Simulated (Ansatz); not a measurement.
# Pd (Fm-3m, 1 atom in the cell): converging a phonon calculation, part 2 of 3

Wanted: convergence of the phonons of Pd (Fm-3m, 1 atom in the cell) against cost.

Ansatz 0.2.0; DFT PBE, scalar-relativistic, plane waves, PAW.

So far, highest frequency on the path or at a solved wavevector (cm⁻¹): step 3 (response at finite wavevector) 216; step 4 (q mesh 2×2×2) 216. The relaxed cell has a = 3.942 Å (conventional setting).

## Step 7: The series together

Times are for 4 threads of Arm Neoverse V2, shared host. The series side by side:

| no. | q mesh | k-mesh | mean frequency (cm⁻¹) | lowest frequency on the path (cm⁻¹) | time | memory (GiB) |
| --- | --- | --- | --- | --- | --- | --- |
| 1 | 2×2×2 | 20×20×20 | 144.1 | 0 | 20 s | 1.2 |
| 2 | 3×3×3 | 21×21×21 | 141.2 | 0 | 67 s | 2.3 |
| 3 | 6×6×6 | 24×24×24 | 138.5 | 0 | 18 min | 4.4 |

The runs together. Table of phonon density of states by wavenumber; read off at these points; values in 1/cm⁻¹/cell:

| wavenumber (cm⁻¹) | 2×2×2, 20×20×20 | 3×3×3, 21×21×21 | 6×6×6, 24×24×24 |
| --- | --- | --- | --- |
| 5.0 | 1.0e-5 | 1.0e-5 | 3.0e-5 |
| 10.0 | 5.0e-5 | 5.0e-5 | 1.6e-4 |
| 15.0 | 1.7e-4 | 1.7e-4 | 4.0e-4 |
| 20.0 | 3.1e-4 | 3.1e-4 | 8.2e-4 |
| 25.0 | 5.2e-4 | 5.2e-4 | 0.00139 |
| 30.0 | 7.5e-4 | 7.8e-4 | 0.00197 |
| 35.0 | 0.00102 | 0.00106 | 0.00256 |
| 40.0 | 0.00137 | 0.00145 | 0.00317 |
| 45.0 | 0.00179 | 0.00188 | 0.00377 |
| 50.0 | 0.00227 | 0.00242 | 0.00437 |
| 55.0 | 0.0028 | 0.00302 | 0.00502 |
| 60.0 | 0.00347 | 0.00377 | 0.00571 |
| 65.0 | 0.00419 | 0.0046 | 0.00647 |
| 70.0 | 0.00508 | 0.00567 | 0.00732 |
| 75.0 | 0.00606 | 0.00689 | 0.0083 |
| 80.0 | 0.00731 | 0.00840 | 0.00949 |
| 85.0 | 0.00874 | 0.0103 | 0.0108 |
| 90.0 | 0.0105 | 0.0129 | 0.0126 |
| 95.0 | 0.0127 | 0.0165 | 0.0149 |
| 100.0 | 0.0159 | 0.0237 | 0.0183 |
| 105.0 | 0.0214 | 0.0252 | 0.0254 |
| 110.0 | 0.0263 | 0.0261 | 0.0294 |
| 113.0 | 0.0268 | 0.0266 | 0.0296 |
| 115.0 | 0.0272 | 0.0270 | 0.0294 |
| 120.0 | 0.0280 | 0.0279 | 0.0287 |
| 125.0 | 0.0289 | 0.0287 | 0.0280 |
| 130.0 | 0.0297 | 0.0295 | 0.0276 |
| 135.0 | 0.0305 | 0.0303 | 0.0249 |
| 140.0 | 0.0313 | 0.0312 | 0.0226 |
| 141.0 | 0.0316 | 0.0313 | 0.0223 |
| 145.0 | 0.0324 | 0.0181 | 0.0209 |
| 150.0 | 0.0179 | 0.0178 | 0.0184 |
| 155.0 | 0.0179 | 0.0174 | 0.0174 |
| 160.0 | 0.0176 | 0.0168 | 0.0161 |
| 165.0 | 0.0172 | 0.0158 | 0.0145 |
| 170.0 | 0.0163 | 0.0142 | 0.0125 |
| 175.0 | 0.0149 | 0.0119 | 0.00799 |
| 180.0 | 0.0112 | 0.0101 | 0.0109 |
| 185.0 | 0.0144 | 0.0230 | 0.0211 |
| 190.0 | 0.0325 | 0.0356 | 0.0343 |
| 195.0 | 0.0401 | 0.0413 | 0.0394 |
| 197.0 | 0.0429 | 0.0334 | 0.0386 |
| 200.0 | 0.0305 | 0.0236 | 0.0253 |
| 205.0 | 0.0179 | 0.0147 | 0.0157 |
| 210.0 | 0.00855 | 0.00690 | 0.00764 |
| 215.0 | 0.00316 | 0.00173 | 0.00287 |

The runs together, line C_V. C_V against temperature; values in J/mol-atom/K:

| temperature (K) | 2×2×2, 20×20×20 | 3×3×3, 21×21×21 | 6×6×6, 24×24×24 |
| --- | --- | --- | --- |
| 0 | 0 | 0 | 0 |
| 50 | 7.90 | 8.24 | 8.65 |
| 100 | 17.5 | 17.8 | 17.9 |
| 150 | 21.2 | 21.3 | 21.4 |
| 200 | 22.7 | 22.8 | 22.8 |
| 250 | 23.5 | 23.5 | 23.6 |
| 300 | 23.9 | 23.9 | 24.0 |
| 350 | 24.2 | 24.2 | 24.2 |
| 400 | 24.4 | 24.4 | 24.4 |
| 450 | 24.5 | 24.5 | 24.5 |
| 500 | 24.6 | 24.6 | 24.6 |
| 550 | 24.6 | 24.6 | 24.6 |
| 600 | 24.7 | 24.7 | 24.7 |
| 650 | 24.7 | 24.7 | 24.7 |
| 700 | 24.7 | 24.8 | 24.8 |
| 750 | 24.8 | 24.8 | 24.8 |
| 800 | 24.8 | 24.8 | 24.8 |
| 850 | 24.8 | 24.8 | 24.8 |
| 900 | 24.8 | 24.8 | 24.8 |
| 950 | 24.8 | 24.8 | 24.8 |
| 1000 | 24.8 | 24.9 | 24.9 |

## Step 8: Another k mesh, k-mesh 6×6×6, q mesh 2×2×2

The k mesh is changed to 6×6×6 on a small fixed q mesh, to find the coarsest that serves.

Input file input.yaml:

```yaml
crystal:
  lattice:
    - [0.0, 1.971071988, 1.971071988]
    - [1.971071988, 0.0, 1.971071988]
    - [1.971071988, 1.971071988, 0.0]
  atoms:
    - { symbol: Pd, position: [0.0, 0.0, 0.0] }
kpoints:
  mp_grid: { grid: [6, 6, 6] }
hamiltonian:
  xc: pbe
scf:
  occupations: { method: methfessel_paxton, width: 0.2 }
output:
  eigenvalues: true
phonons:
  method: dfpt
  qmesh: [2, 2, 2]
  temperatures: { t_max: 1000, t_step: 50 }
  qpath:
    path:
      - [[0.0, 0.0, 0.0], [0.5, 0.0, 0.5], [0.625, 0.25, 0.625]]
      - [[0.375, 0.375, 0.75], [0.0, 0.0, 0.0], [0.5, 0.5, 0.5], [0.5, 0.25, 0.75], [0.5, 0.0, 0.5]]
    npoints: 10
```

Run with:

```console
$ ansatz run input.yaml --threads 4 --pin off --max-ram 7168MiB --backend cpu --events-out ev --progress --plain --runs-dir out
```

Numbers of over 12 decimals in the logs are rounded to 6 here.

Output:

```text
[...]
Crystal: 1 atoms, lattice volume = 15.316 Å³
Basis set: ecut = 420 eV, 307 PW (Γ), exchange–correlation on 40×40×40 points (8 copies of the dense FFT grid, shifted against one another)
Bands: 13, of which v1, the nominal top of the filled ones, is band 9 counted from 1 (8 counted from 0)
Symmetry: 48 space group operations
k-points: 16 of 216
[...]
SCF iter   1: F=—  HF=-6972.857297 eV  |F-HF|=—  |Δ(HF+E_count)|=         —  Δρ=7.26e-3  dr2=4.99e-3  ethr=1.77e-3  ⟨swp⟩=4.9  Hψ=1079  notcnv=0
[...]
SCF iter   7: F=-6972.856251 eV  HF=-6972.856251 eV  |F-HF|=9.09e-13  |Δ(HF+E_count)|=    0.00e0  S|Δr|=    0.00e0  Δρ=3.55e-8  dr2=6.85e-14  ethr=1.00e-12  ⟨swp⟩=4.9  Hψ=743  notcnv=0
SCF 1 converged in 7 iterations: F = -6972.856251 eV  dr2 = 6.85e-14
[...]
SCF converged after 7 iterations
[...]
Free energy (F): -6972.856251 eV
[...]
Internal energy: -6972.850164 eV  (E = F + TS)
E sigma→0 (E₀):  -6972.854730 eV
Entropy (-TS):   -0.006087 eV (-6.087 meV/atom)
Fermi energy:    18.711623 eV
[...]
--- Band table (eV; the first three rows and the last of 16) ---
  k-point 0: bands = [... 5 lower, 16.0726, 16.0726, 16.0726, 17.5795, 17.5795, 35.8297, 40.3360, 40.3360]
  k-point 1: bands = [... 5 lower, 15.8599, 16.3143, 16.3143, 17.5221, 17.5221, 35.7126, 37.0692, 41.2720]
  k-point 2: bands = [... 5 lower, 16.2218, 16.2218, 17.1938, 18.1491, 18.1491, 29.9195, 36.1010, 40.9850]
  k-point 15: bands = [... 5 lower, 14.6811, 16.7700, 17.8688, 19.0017, 25.2874, 28.9260, 29.5682, 30.4056]
[...]
ASR residual: 9.629e-5 → 0.000e0 eV/Å²; symmetrization residual: 4.547e-12 eV/Å²
  ASR residual per site (eV/Å²): 9.63e-5
  Γ frequencies (cm⁻¹): 0.00 0.00 0.00
--- Phonons (arbitrary-q DFPT): 3 irreducible q on the 2×2×2 mesh ---
[...]
interpolated dispersion: 62 rows × 3 modes
[...]
```

Wall time 1.3 s (4 threads of Arm Neoverse V2, shared host); peak memory 0.33 GiB; 4 s of CPU time.

The run finished; it serves as a test, and its numbers are not taken as the result.

## Step 9: Another k mesh, k-mesh 10×10×10, q mesh 2×2×2

The k mesh is changed to 10×10×10 on a small fixed q mesh, to find the coarsest that serves.

Edit input.yaml of step 8 so:

```diff
@@ -8,3 +8,3 @@
 kpoints:
-  mp_grid: { grid: [6, 6, 6] }
+  mp_grid: { grid: [10, 10, 10] }
 hamiltonian:
```

Output:

```text
[...]
Crystal: 1 atoms, lattice volume = 15.316 Å³
Basis set: ecut = 420 eV, 307 PW (Γ), exchange–correlation on 40×40×40 points (8 copies of the dense FFT grid, shifted against one another)
Bands: 13, of which v1, the nominal top of the filled ones, is band 9 counted from 1 (8 counted from 0)
Symmetry: 48 space group operations
k-points: 47 of 1000
[...]
SCF iter   1: F=—  HF=-6972.861612 eV  |F-HF|=—  |Δ(HF+E_count)|=         —  Δρ=3.97e-3  dr2=1.34e-3  ethr=1.77e-3  ⟨swp⟩=4.9  Hψ=3290  notcnv=0
[...]
SCF iter   7: F=-6972.861593 eV  HF=-6972.861593 eV  |F-HF|=0.00e0  |Δ(HF+E_count)|=  4.73e-11  S|Δr|=    0.00e0  Δρ=4.33e-8  dr2=1.56e-13  ethr=1.00e-12  ⟨swp⟩=5.0  Hψ=2312  notcnv=0
SCF 1 converged in 7 iterations: F = -6972.861593 eV  dr2 = 1.56e-13
[...]
SCF converged after 7 iterations
[...]
Free energy (F): -6972.861593 eV
[...]
Internal energy: -6972.859204 eV  (E = F + TS)
E sigma→0 (E₀):  -6972.860996 eV
Entropy (-TS):   -0.002389 eV (-2.389 meV/atom)
Fermi energy:    18.837382 eV
[...]
--- Band table (eV; the first three rows and the last of 47) ---
  k-point 0: bands = [... 5 lower, 16.1613, 16.1613, 16.1613, 17.6764, 17.6764, 35.8340, 40.3415, 40.3415]
  k-point 1: bands = [... 5 lower, 16.0510, 16.2731, 16.2731, 17.6290, 17.6290, 36.1300, 38.4464, 40.7150]
  k-point 2: bands = [... 5 lower, 15.9428, 16.4434, 16.4434, 17.6629, 17.6629, 34.7477, 36.9895, 41.5873]
  k-point 46: bands = [... 5 lower, 15.0726, 16.3377, 17.7444, 19.1096, 26.2059, 28.8078, 28.9075, 30.2555]
[...]
ASR residual: 1.398e-4 → 0.000e0 eV/Å²; symmetrization residual: 2.728e-12 eV/Å²
  ASR residual per site (eV/Å²): 1.40e-4
  Γ frequencies (cm⁻¹): 0.00 0.00 0.00
--- Phonons (arbitrary-q DFPT): 3 irreducible q on the 2×2×2 mesh ---
[...]
interpolated dispersion: 62 rows × 3 modes
[...]
```

Wall time 3.5 s (4 threads); peak memory 0.41 GiB.

The run finished; it serves as a test, and its numbers are not taken as the result.

## Step 10: Another k mesh, k-mesh 16×16×16, q mesh 2×2×2

The k mesh is changed to 16×16×16 on a small fixed q mesh, to find the coarsest that serves.

Edit input.yaml of step 9 so:

```diff
@@ -8,3 +8,3 @@
 kpoints:
-  mp_grid: { grid: [10, 10, 10] }
+  mp_grid: { grid: [16, 16, 16] }
 hamiltonian:
```

Output:

```text
[...]
Crystal: 1 atoms, lattice volume = 15.316 Å³
Basis set: ecut = 420 eV, 307 PW (Γ), exchange–correlation on 40×40×40 points (8 copies of the dense FFT grid, shifted against one another)
Bands: 13, of which v1, the nominal top of the filled ones, is band 9 counted from 1 (8 counted from 0)
Symmetry: 48 space group operations
k-points: 145 of 4096
[...]
k-point 144: bands = [... 5 lower, 15.6544, 15.6544, 17.5997, 19.1167, 27.5328, 27.5328, 28.8720, 30.1561]
[...]
ASR residual: 1.200e-4 → 0.000e0 eV/Å²; symmetrization residual: 4.244e-12 eV/Å²
  ASR residual per site (eV/Å²): 1.20e-4
  Γ frequencies (cm⁻¹): 0.00 0.00 0.00
--- Phonons (arbitrary-q DFPT): 3 irreducible q on the 2×2×2 mesh ---
[...]
interpolated dispersion: 62 rows × 3 modes
[...]
[key lines of the parts left out:]
SCF converged after 7 iterations
Free energy (F): -6972.849982 eV
Fermi energy:    18.856978 eV
```

Elapsed: 11 s, on 4 threads; peak memory 0.75 GiB.

Frequencies (cm⁻¹) solved at each irreducible wavevector; negative means imaginary. Frequencies by wavevector, by row:

| q in reciprocal lattice units | star | mode 1 | mode 2 | mode 3 |
| --- | --- | --- | --- | --- |
| 0 0 0 | 1 | 0 | 0 | 0 |
| 0 0 -0.5 | 4 | 104 | 104 | 216 |
| 0 -0.5 -0.5 | 3 | 145.4 | 145.4 | 208.7 |

Against step 4 (now k-mesh 16×16×16), the highest frequency on the path or at a solved wavevector stays at 216 cm⁻¹ and the lowest mode on the q mesh (acoustic modes at Γ apart) goes from 106 cm⁻¹ to 104 cm⁻¹. The highest frequency on the path or at a solved wavevector moves by under 1 % between these two settings.

## Step 11: Another k mesh, q mesh 2×2×2

The k mesh is changed to 20×20×20 on a small fixed q mesh, to find the coarsest that serves.

Edit input.yaml of step 10 so:

```diff
@@ -8,3 +8,3 @@
 kpoints:
-  mp_grid: { grid: [16, 16, 16] }
+  mp_grid: { grid: [20, 20, 20] }
 hamiltonian:
```

Output:

```text
[...]
Crystal: 1 atoms, lattice volume = 15.316 Å³
Basis set: ecut = 420 eV, 307 PW (Γ), exchange–correlation on 40×40×40 points (8 copies of the dense FFT grid, shifted against one another)
Bands: 13, of which v1, the nominal top of the filled ones, is band 9 counted from 1 (8 counted from 0)
Symmetry: 48 space group operations
k-points: 256 of 8000
[...]
k-point 255: bands = [... 5 lower, 15.6418, 15.6418, 17.5861, 19.0990, 27.5265, 27.5265, 28.8667, 30.1504]
[...]
ASR residual: 7.696e-5 → 0.000e0 eV/Å²; symmetrization residual: 1.364e-11 eV/Å²
  ASR residual per site (eV/Å²): 7.70e-5
  Γ frequencies (cm⁻¹): 0.00 0.00 0.00
--- Phonons (arbitrary-q DFPT): 3 irreducible q on the 2×2×2 mesh ---
[...]
interpolated dispersion: 62 rows × 3 modes
[...]
[key lines of the parts left out:]
SCF converged after 7 iterations
Free energy (F): -6972.848351 eV
Fermi energy:    18.819536 eV
```

It took 20 s on 4 threads; peak memory 1.2 GiB.

Against step 10 (now k-mesh 20×20×20), the lowest mode on the q mesh (acoustic modes at Γ apart) goes from 104 cm⁻¹ to 106 cm⁻¹.

## Step 12: Another k mesh, k-mesh 30×30×30, q mesh 2×2×2

The k mesh is changed to 30×30×30 on a small fixed q mesh, to find the coarsest that serves.

Edit input.yaml of step 11 so:

```diff
@@ -8,3 +8,3 @@
 kpoints:
-  mp_grid: { grid: [20, 20, 20] }
+  mp_grid: { grid: [30, 30, 30] }
 hamiltonian:
```

Output:

```text
[...]
Crystal: 1 atoms, lattice volume = 15.316 Å³
Basis set: ecut = 420 eV, 307 PW (Γ), exchange–correlation on 40×40×40 points (8 copies of the dense FFT grid, shifted against one another)
Bands: 13, of which v1, the nominal top of the filled ones, is band 9 counted from 1 (8 counted from 0)
Symmetry: 48 space group operations
k-points: 752 of 27000
[...]
k-point 751: bands = [... 5 lower, 15.4429, 15.8658, 17.6111, 19.1078, 27.0904, 27.9638, 28.8738, 30.1649]
[...]
ASR residual: 9.704e-5 → 0.000e0 eV/Å²; symmetrization residual: 1.091e-11 eV/Å²
  ASR residual per site (eV/Å²): 9.70e-5
  Γ frequencies (cm⁻¹): 0.00 0.00 0.00
--- Phonons (arbitrary-q DFPT): 3 irreducible q on the 2×2×2 mesh ---
[...]
interpolated dispersion: 62 rows × 3 modes
[...]
[key lines of the parts left out:]
SCF converged after 7 iterations
Free energy (F): -6972.849695 eV
Fermi energy:    18.837279 eV
```

The job ended after 64 s (4 threads; peak memory 3.3 GiB; 3.9 min of CPU time).

## Step 13: The series together

Times are for 4 threads of Arm Neoverse V2, shared host. The runs compared:

| no. | k-mesh | lowest mode on the q mesh (acoustic modes at Γ apart) (cm⁻¹) | highest frequency on the path or at a solved wavevector (cm⁻¹) | time | memory (GiB) |
| --- | --- | --- | --- | --- | --- |
| 1 | 16×16×16 | 104.0 | 216.0 | 11 s | 0.75 |
| 2 | 20×20×20 | 106.2 | 216.4 | 20 s | 1.2 |
| 3 | 30×30×30 | 105.3 | 216.4 | 64 s | 3.3 |

The runs together. The phonon density of states by wavenumber; read off at these points; values in 1/cm⁻¹/cell:

| wavenumber (cm⁻¹) | 16×16×16 | 20×20×20 | 30×30×30 |
| --- | --- | --- | --- |
| 10.0 | 5.0e-5 | 5.0e-5 | 5.0e-5 |
| 20.0 | 3.2e-4 | 3.1e-4 | 3.1e-4 |
| 30.0 | 7.9e-4 | 7.5e-4 | 7.6e-4 |
| 40.0 | 0.00145 | 0.00137 | 0.0014 |
| 50.0 | 0.00239 | 0.00227 | 0.00232 |
| 60.0 | 0.00366 | 0.00347 | 0.00353 |
| 70.0 | 0.00537 | 0.00508 | 0.00518 |
| 80.0 | 0.00775 | 0.00731 | 0.00745 |
| 90.0 | 0.0112 | 0.0105 | 0.0107 |
| 100.0 | 0.0174 | 0.0159 | 0.0164 |
| 110.0 | 0.0262 | 0.0263 | 0.0261 |
| 120.0 | 0.0278 | 0.0280 | 0.0278 |
| 130.0 | 0.0294 | 0.0297 | 0.0295 |
| 140.0 | 0.0309 | 0.0313 | 0.031 |
| 143.0 | 0.0316 | 0.0316 | 0.0313 |
| 145.0 | 0.0294 | 0.0324 | 0.032 |
| 150.0 | 0.0177 | 0.0179 | 0.0179 |
| 160.0 | 0.0174 | 0.0176 | 0.0176 |
| 170.0 | 0.0160 | 0.0163 | 0.0162 |
| 180.0 | 0.0103 | 0.0112 | 0.0111 |
| 190.0 | 0.0336 | 0.0325 | 0.0326 |
| 197.0 | 0.0423 | 0.0429 | 0.0427 |
| 200.0 | 0.0287 | 0.0305 | 0.0304 |
| 210.0 | 0.00812 | 0.00855 | 0.00856 |

The runs together, line C_V. C_V against temperature; values in J/mol-atom/K:

| temperature (K) | 16×16×16 | 20×20×20 | 30×30×30 |
| --- | --- | --- | --- |
| 0 | 0 | 0 | 0 |
| 50 | 8.02 | 7.90 | 7.93 |
| 100 | 17.6 | 17.5 | 17.5 |
| 150 | 21.2 | 21.2 | 21.2 |
| 200 | 22.7 | 22.7 | 22.7 |
| 250 | 23.5 | 23.5 | 23.5 |
| 300 | 23.9 | 23.9 | 23.9 |
| 350 | 24.2 | 24.2 | 24.2 |
| 400 | 24.4 | 24.4 | 24.4 |
| 450 | 24.5 | 24.5 | 24.5 |
| 500 | 24.6 | 24.6 | 24.6 |
| 550 | 24.6 | 24.6 | 24.6 |
| 600 | 24.7 | 24.7 | 24.7 |
| 650 | 24.7 | 24.7 | 24.7 |
| 700 | 24.7 | 24.7 | 24.7 |
| 750 | 24.8 | 24.8 | 24.8 |
| 800 | 24.8 | 24.8 | 24.8 |
| 850 | 24.8 | 24.8 | 24.8 |
| 900 | 24.8 | 24.8 | 24.8 |
| 950 | 24.8 | 24.8 | 24.8 |
| 1000 | 24.8 | 24.8 | 24.8 |

## Step 14: Another cutoff, cutoff 170 eV, q mesh 2×2×2

The cutoff is set to 170 eV on a small fixed q mesh.

Edit input.yaml of step 12 so:

```diff
@@ -8,3 +8,3 @@
 kpoints:
-  mp_grid: { grid: [30, 30, 30] }
+  mp_grid: { grid: [20, 20, 20] }
 hamiltonian:
@@ -24 +24,3 @@
     npoints: 10
+basis:
+  ecutwfc: 170
```

Output:

```text
Warning: basis.ecutwfc = 170 eV is below the records' recommended 420 eV, and the density's cutoff is lower with it unless basis.ecutrho_ratio is high enough to keep the records' density cutoff: compare with a run at a higher cutoff
[...]
Crystal: 1 atoms, lattice volume = 15.316 Å³
Basis set: ecut = 170 eV, 65 PW (Γ), exchange–correlation on 24×24×24 points (8 copies of the dense FFT grid, shifted against one another)
Bands: 13, of which v1, the nominal top of the filled ones, is band 9 counted from 1 (8 counted from 0)
Symmetry: 48 space group operations
k-points: 256 of 8000
[...]
SCF iter   1: F=—  HF=-6946.417544 eV  |F-HF|=—  |Δ(HF+E_count)|=         —  Δρ=3.59e-1  dr2=1.22e1  ethr=1.77e-3  ⟨swp⟩=4.7  Hψ=15794  notcnv=0
[...]
SCF iter   8: F=-6941.120433 eV  HF=-6941.120433 eV  |F-HF|=0.00e0  |Δ(HF+E_count)|=  5.46e-12  S|Δr|=    0.00e0  Δρ=4.90e-8  dr2=1.87e-13  ethr=1.00e-12  ⟨swp⟩=4.0  Hψ=10556  notcnv=0
SCF 1 converged in 8 iterations: F = -6941.120433 eV  dr2 = 1.87e-13
[...]
SCF converged after 8 iterations
[...]
Free energy (F): -6941.120433 eV
[...]
Internal energy: -6941.120491 eV  (E = F + TS)
E sigma→0 (E₀):  -6941.120448 eV
Entropy (-TS):   0.000058 eV (0.058 meV/atom)
Fermi energy:    18.002433 eV
[...]
--- Band table (eV; the first three rows and the last of 256) ---
  k-point 0: bands = [... 5 lower, 17.7088, 17.7088, 17.7088, 17.9632, 17.9632, 37.0142, 41.6217, 41.6217]
  k-point 1: bands = [... 5 lower, 17.6725, 17.7439, 17.7439, 17.9674, 17.9674, 37.1252, 41.0252, 41.7310]
  k-point 2: bands = [... 5 lower, 17.5717, 17.7739, 17.7739, 18.0568, 18.0568, 37.4342, 39.7927, 42.0519]
  k-point 255: bands = [... 5 lower, 15.2698, 15.2698, 16.2509, 17.7627, 28.5954, 28.5954, 28.9170, 30.7343]
[...]
ASR residual: 1.433e-3 → 0.000e0 eV/Å²; symmetrization residual: 2.274e-13 eV/Å²
  ASR residual per site (eV/Å²): 1.43e-3
  Γ frequencies (cm⁻¹): 0.00 0.00 0.00
--- Phonons (arbitrary-q DFPT): 3 irreducible q on the 2×2×2 mesh ---
[...]
interpolated dispersion: 62 rows × 3 modes
[...]
zero-point energy: -0.000000 eV/cell   skipped modes (ω ≤ 0): 1872, of them read as no rigid motion or as one in doubt: 1869 (3.000e0 modes/cell left out, lowest -283.70 cm⁻¹)   left out of the sums: 1.00e0 of the cell's modes: C_V's classical limit lies that fraction below 3 k_B per atom; for a crystal, a wire or a layer, F and S can be off by more, and a phonons.interpolated_qmesh denser along its periods is the remedy for the sampling
```

Wall time 10 s (4 threads); peak memory 0.95 GiB.

The run finished; it serves as a test, and its numbers are not taken as the result.

## Step 15: Another cutoff, cutoff 230 eV, q mesh 2×2×2

The cutoff is set to 230 eV on a small fixed q mesh.

Edit input.yaml of step 14 so:

```diff
@@ -25,2 +25,2 @@
 basis:
-  ecutwfc: 170
+  ecutwfc: 230
```

Output:

```text
[...]
Crystal: 1 atoms, lattice volume = 15.316 Å³
Basis set: ecut = 230 eV, 113 PW (Γ), exchange–correlation on 30×30×30 points (8 copies of the dense FFT grid, shifted against one another)
Bands: 13, of which v1, the nominal top of the filled ones, is band 9 counted from 1 (8 counted from 0)
Symmetry: 48 space group operations
k-points: 256 of 8000
[...]
SCF iter   1: F=—  HF=-6969.086471 eV  |F-HF|=—  |Δ(HF+E_count)|=         —  Δρ=8.30e-2  dr2=4.89e-1  ethr=1.77e-3  ⟨swp⟩=5.0  Hψ=15826  notcnv=0
[...]
SCF iter   7: F=-6968.882740 eV  HF=-6968.882740 eV  |F-HF|=1.82e-12  |Δ(HF+E_count)|=  1.26e-10  S|Δr|=    0.00e0  Δρ=1.29e-7  dr2=1.32e-12  ethr=1.00e-12  ⟨swp⟩=3.6  Hψ=14010  notcnv=0
SCF 1 converged in 7 iterations: F = -6968.882740 eV  dr2 = 1.32e-12
[...]
SCF converged after 7 iterations
[...]
Free energy (F): -6968.882740 eV
[...]
Internal energy: -6968.877702 eV  (E = F + TS)
E sigma→0 (E₀):  -6968.881481 eV
Entropy (-TS):   -0.005038 eV (-5.038 meV/atom)
Fermi energy:    18.831715 eV
[...]
--- Band table (eV; the first three rows and the last of 256) ---
  k-point 0: bands = [... 5 lower, 16.2664, 16.2664, 16.2664, 17.6994, 17.6994, 36.1471, 40.7380, 40.7380]
  k-point 1: bands = [... 5 lower, 16.0418, 16.1178, 16.1178, 17.5813, 17.5813, 36.2008, 40.0745, 40.8025]
  k-point 2: bands = [... 5 lower, 15.9482, 16.1919, 16.1919, 17.5440, 17.5440, 36.3969, 38.7371, 41.0727]
  k-point 255: bands = [... 5 lower, 15.6010, 15.6010, 17.5963, 19.1814, 27.7389, 27.7389, 28.9847, 30.2213]
[...]
ASR residual: 6.443e-5 → 0.000e0 eV/Å²; symmetrization residual: 4.547e-13 eV/Å²
  ASR residual per site (eV/Å²): 6.44e-5
  Γ frequencies (cm⁻¹): 0.00 0.00 0.00
--- Phonons (arbitrary-q DFPT): 3 irreducible q on the 2×2×2 mesh ---
[...]
interpolated dispersion: 62 rows × 3 modes
[...]
```

Run time: 12 s. Hardware: 4 threads; peak memory 0.88 GiB; 41 s of CPU time.

The run finished; it serves as a test, and its numbers are not taken as the result.

[end of part 2 of 3]

[Logs are printed without paths, hosts, clocks, repeated set-up lines and the standing remarks that a program may print on its own settings, such as how far it seeks lower states.]

[Hosts, paths, dates, database ids (printed as entryN), source tags and the programs' standing remarks are cut or masked in the printed files.]
